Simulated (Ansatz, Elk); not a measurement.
**Bonding as seen by X-rays: ScTlAs2**

The structure of ScTlAs2 used here is made up (a known structure type with other elements) and was relaxed beforehand with PBEsol. The aim is the Fourier transform of its all-electron density, F(hkl), set beside the sum over free spherical atoms that refinements use.

Program: Elk 11.2.3 (patched build). Level of theory: DFT, PBE, all-electron APW+lo, Dirac cores, scalar-relativistic bands, static density, no spin. Results are calculated unless marked as measured.

This account leaves out most program logs.

The structure was built from a prototype and need not be the compound's stable phase.

### 1. Set-up

Symmetry: P4/nmm, No. 129, tetragonal system. The conventional cell has a = 3.980 Å, b = 3.980 Å, c = 10.759 Å, α = 90.00°, β = 90.00°, γ = 90.00°. Nearest to Tl lie 4 Tl at 2.81 Å and 4 As at 3.33 Å. Nearest to As lie 4 As at 2.81 Å and 4 Sc at 2.89 Å. Nearest to As lie 4 Sc at 2.88 Å and 4 Tl at 3.33 Å and 4 As at 3.36 Å. Nearest to Sc lie 8 As at 2.88 to 2.89 Å. Farther neighbours are not listed.

### 2. Ground state and structure factors

An all-electron density is needed, since X-rays see the cores too. Task 0 finds the density and task 195 Fourier-transforms it; tshift is off so that phases refer to the origin typed.

The input, elk.in:

```
tasks
  0
  195

xctype
  20

spinpol
  .false.

rgkmax
  7.0

gmaxvr
  14.0

lmaxo
  7

lmaxapw
  8

swidth
  0.002

tshift
  .false.

ramdisk
  .false.

hmaxvr
  5.5

maxscl
  120

epspot
  1e-06

sppath
  './'

avec
  7.52050594175 0.00000000000 0.00000000000
  0.00000000000 7.52050594175 0.00000000000
  0.00000000000 0.00000000000 20.33098784106

atoms
  3
  'Tl.in'
  2
  0.0000000000 -0.0000000000 0.0000000000   0.000000 0.000000 0.000000
  0.5000000000 0.5000000000 0.0000000000   0.000000 0.000000 0.000000
  'As.in'
  4
  -0.0000000000 0.0000000000 0.5000000000   0.000000 0.000000 0.000000
  0.5000000000 0.5000000000 0.5000000000   0.000000 0.000000 0.000000
  0.5000000000 0.0000000000 0.2486156137   0.000000 0.000000 0.000000
  -0.0000000000 0.5000000000 0.7513843863   0.000000 0.000000 0.000000
  'Sc.in'
  2
  0.5000000000 0.0000000000 0.6948432708   0.000000 0.000000 0.000000
  -0.0000000000 0.5000000000 0.3051567292   0.000000 0.000000 0.000000

ngridk
  6 6 2
```

On the command line:

```
OMP_NUM_THREADS=4 elk
```

The job ended after 1.9 min (4 threads of Arm Neoverse V1, shared host; peak memory 0.46 GiB).

SFACRHO.OUT:

```text

h k l indices transformed by vhmat matrix:
   1.000000000       0.000000000       0.000000000    
   0.000000000       1.000000000       0.000000000    
   0.000000000       0.000000000       1.000000000    

      h      k      l  multipl.   |H|            Re(F)            Im(F)           |F|

      0      0      0      1   0.0000000       336.00000      0.18069708E-16   336.00000    
      0      0     -1      2  0.30904476       81.825281     -0.99736209E-14   81.825281    
      0      0      2      2  0.61808952       125.45762     -0.33910311E-13   125.45762    
     -1      0      0      4  0.83547375     -0.19947242E-14  0.47186366E-13  0.47228509E-13
      1      0     -1      4  0.89080023      0.79788968E-14   25.949410       25.949410    
     -1      0      1      4  0.89080023      0.79788968E-14  -25.949410       25.949410    
      0      0      3      2  0.92713429       117.83789     -0.70812709E-13   117.83789    
      0     -1     -2      4   1.0392550      0.39894484E-14  -22.155034       22.155034    
      1      0     -2      4   1.0392550     -0.79788968E-14   22.155034       22.155034    
      1     -1      0      4   1.1815383       109.90464     -0.69095424E-14   109.90464    
      1      1      1      8   1.2212868       96.377867      0.21941966E-13   96.377867    
      0      0     -4      2   1.2361790       252.90058     -0.17952518E-13   252.90058    
      0      1     -3      4   1.2480362      0.29920863E-13   38.040577       38.040577    
      0      1      3      4   1.2480362      0.23936690E-13  -38.040577       38.040577    
     -1     -1      2      8   1.3334420       265.26778     -0.75799519E-13   265.26778    
      1      0     -4      4   1.4920305      0.23936690E-13  -29.966698       29.966698    
      1      0      4      4   1.4920305      0.24934052E-14   29.966698       29.966698    
      1      1      3      8   1.5018691       59.421788     -0.28923501E-13   59.421788
```

Elk indexes on the primitive cell of elk.in and gives |H| = 4π sin θ/λ in inverse bohr. Below, one row stands for each form hkl of the conventional cell (m members, Friedel mates merged), F is for one primitive cell and the density is static (no thermal factor). Free-atom factors are Waasmaier and Kirfel's, and R is Σm||F|−|F'||/Σm|F|.

| hkl | m | sin θ/λ (Å⁻¹) | abs F, DFT | neutral atoms | diff. | abs of complex diff. |
| --- | --- | --- | --- | --- | --- | --- |
| 001 | 2 | 0.046 | 81.825 | 81.986 | -0.161 | 0.161 |
| 002 | 2 | 0.093 | 125.458 | 125.914 | -0.456 | 0.456 |
| 100 | 4 | 0.126 | 0.000 | 0.000 | +0.000 | 0.000 |
| 101 | 8 | 0.134 | 25.949 | 25.713 | +0.236 | 0.236 |
| 003 | 2 | 0.139 | 117.838 | 117.783 | +0.055 | 0.055 |
| 102 | 8 | 0.156 | 22.155 | 21.994 | +0.161 | 0.161 |
| 110 | 4 | 0.178 | 109.905 | 109.732 | +0.173 | 0.173 |
| 111 | 8 | 0.184 | 96.378 | 96.726 | -0.348 | 0.348 |
| 004 | 2 | 0.186 | 252.901 | 252.791 | +0.110 | 0.110 |
| 103 | 8 | 0.188 | 38.041 | 37.713 | +0.327 | 0.327 |
| 112 | 8 | 0.201 | 265.268 | 265.655 | -0.387 | 0.387 |
| 104 | 8 | 0.224 | 29.967 | 30.147 | -0.181 | 0.181 |
| 113 | 8 | 0.226 | 59.422 | 59.461 | -0.039 | 0.039 |
| 005 | 2 | 0.232 | 56.689 | 56.512 | +0.177 | 0.177 |

### 3. The highest occupied states alone

An energy window below the Fermi level keeps the highest occupied states, to see at which angles they scatter; shallow core shells can lie inside it and anion s states outside. No new self-consistency is needed.

Changes to elk.in since step 2:

```diff
@@ -1,3 +1,2 @@
 tasks
-  0
   195
@@ -40,2 +39,5 @@
 
+wsfac
+  -0.285310 0.565930
+
 sppath
```

On the command line:

```
OMP_NUM_THREADS=4 elk
```

Run time: 32 s. Hardware: 4 threads; peak memory 0.23 GiB; 37 s of CPU time.

States within 15 eV below the Fermi level hold 52.00 electrons; any levels below the window count with the cores. Their amplitudes can exceed the total, where window and core parts have opposite phase:

| hkl | sin θ/λ (Å⁻¹) | abs F, window | abs F, all |
| --- | --- | --- | --- |
| 001 | 0.046 | 13.652 | 81.825 |
| 002 | 0.093 | 17.961 | 125.458 |
| 100 | 0.126 | 0.000 | 0.000 |
| 101 | 0.134 | 3.220 | 25.949 |
| 003 | 0.139 | 13.125 | 117.838 |
| 102 | 0.156 | 0.955 | 22.155 |
| 110 | 0.178 | 11.866 | 109.905 |
| 111 | 0.184 | 9.765 | 96.378 |
| 004 | 0.186 | 16.363 | 252.901 |
| 103 | 0.188 | 1.983 | 38.041 |

### 4. Another functional

The difference from free atoms is small, so it is set against the change that LDA (Perdew-Wang) makes.

Changes to elk.in since step 3:

```diff
@@ -1,2 +1,3 @@
 tasks
+  0
   195
@@ -4,3 +5,3 @@
 xctype
-  20
+  3
 
@@ -39,5 +40,2 @@
 
-wsfac
-  -0.285310 0.565930
-
 sppath
```

On the command line:

```
OMP_NUM_THREADS=4 elk
```

Elapsed: 76 s, on 4 threads; peak memory 0.25 GiB.

Against the first run R = 0.03 %; the largest change is -0.081 at 220.

### 5. Basis size

The basis and the expansions that go with it are enlarged, to see whether the differences are converged.

Changes to elk.in since step 4:

```diff
@@ -5,3 +5,3 @@
 xctype
-  3
+  20
 
@@ -11,12 +11,12 @@
 rgkmax
-  7.0
+  8.5
 
 gmaxvr
-  14.0
+  18.0
 
 lmaxo
-  7
+  9
 
 lmaxapw
-  8
+  10
```

On the command line:

```
OMP_NUM_THREADS=4 elk
```

Run time: 5.1 min. Hardware: 4 threads; peak memory 0.69 GiB; 16 min of CPU time.

Against the first run R = 0.01 %; the largest change is -0.018 at 312.

### 6. Settings against the effect

| run | R against the first run (%) | R against neutral atoms, low angle (%) | wall time |
| --- | --- | --- | --- |
| PBE, rgkmax 7 | 0.00 | 0.26 | 1.9 min |
| LDA (Perdew-Wang) | 0.03 | 0.26 | 76 s |
| rgkmax 8.5 with larger expansions | 0.01 | 0.26 | 5.1 min |

### 7. What came out

| Property | Result |
| --- | --- |
| R against neutral atoms, sin θ/λ < 0.3 Å⁻¹ | 0.26 % |
| R against neutral atoms, 0.3 to 0.64 Å⁻¹ | 0.12 % |

Independent neutral atoms miss the calculated amplitudes by R = 0.26 % below 0.3 Å⁻¹ and 0.12 % from there to 0.64 Å⁻¹; by shells, 0.38 % below 0.15 Å⁻¹ (4 forms), 0.25 % 0.15 to 0.3 (19 forms), 0.14 % 0.3 to 0.45 (36 forms), 0.11 % above 0.45 (83 forms). Bonding, aspherical density and the tables' own atoms all enter these figures, and the runs don't part them. The largest change of an amplitude is -0.90 electrons, at 200. The window's part falls from 52.0 electrons at the origin to at most 0.69 between 0.45 and 0.64 Å⁻¹. The window holds more than the 32 outer electrons of the free atoms, so shallow core shells lie inside it. Below 0.3 Å⁻¹ the changes that finished (LDA (Perdew-Wang) and rgkmax 8.5 with larger expansions) move F by R = 0.02 % at most, against the 0.26 % that separates it from free atoms. The k-mesh has no finished test. Spin-orbit coupling is left out, which can matter for elements this heavy. Part of the difference isn't bonding: the tables are fits to free atoms and ions calculated by other methods than this functional. Thermal motion, anomalous dispersion and extinction are left out.

[Logs are printed without paths, hosts, clocks, repeated set-up lines and the standing remarks that a program may print on its own settings, such as how far it seeks lower states.]

[Hosts, paths, dates, database ids (printed as entryN), source tags and the programs' standing remarks are cut or masked in the printed files.]
